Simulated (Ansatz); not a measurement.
Consider CO2 (Pa-3).

```
C O
1.0
     5.49707    0.00000    0.00000
     0.00000    5.49707    0.00000
     0.00000    0.00000    5.49707
C O
4 8
Cartesian
  0.0000 0.0000 0.0000
  2.7485 0.0000 2.7485
  2.7485 2.7485 0.0000
  0.0000 2.7485 2.7485
  0.6736 0.6736 0.6736
  2.0749 4.8235 3.4221
  3.4221 2.0749 4.8235
  4.8235 3.4221 2.0749
  4.8235 4.8235 4.8235
  3.4221 0.6736 2.0749
  2.0749 3.4221 0.6736
  0.6736 2.0749 3.4221
```

The cell and positions are those that the Materials Project relaxed with its own functionals (PBE, PBE+U or r2SCAN), kept fixed. At the settings of the band run the largest force is still 0.11 eV/Å.

Gaps computed with Ansatz 0.2.0 without a self-energy: LDA 6.58 eV, PBEsol 6.79 eV, PBE 6.87 eV, r2SCAN 7.49 eV, HSE06 8.62 eV and DDH-PBE0 11.91 eV.

**Question.** What gap should G0W0 on PBE give (4×4×4 mesh, 910 empty bands, screening to 180 eV, PAW set soft_1 files)?

About 10.59 eV: on its mesh the run moves the gap from 6.87 eV by +3.71 eV. Among the scalar-relativistic levels given, DDH-PBE0 is nearest (+1.32 eV). Bands and cutoff are finite, so the gap is not at the basis limit. The miss can reach some tenths of an eV and take either sign; the mesh is an error of its own.

[Paths, hosts, dates, memory and timing lines, banners, echoed tables and standing remarks are left out of the program output.]

[Logs are printed without paths, hosts, clocks, repeated set-up lines and the standing remarks that a program may print on its own settings, such as how far it seeks lower states.]

[Runs of the session that timed out or met a known fault of the program may be left out.]

[Cells called generated may have been cut or substituted from an entry of the Crystallography Open Database or the Materials Project.]

[Hosts, paths, dates, database ids (printed as entryN), source tags and the programs' standing remarks are cut or masked in the printed files.]
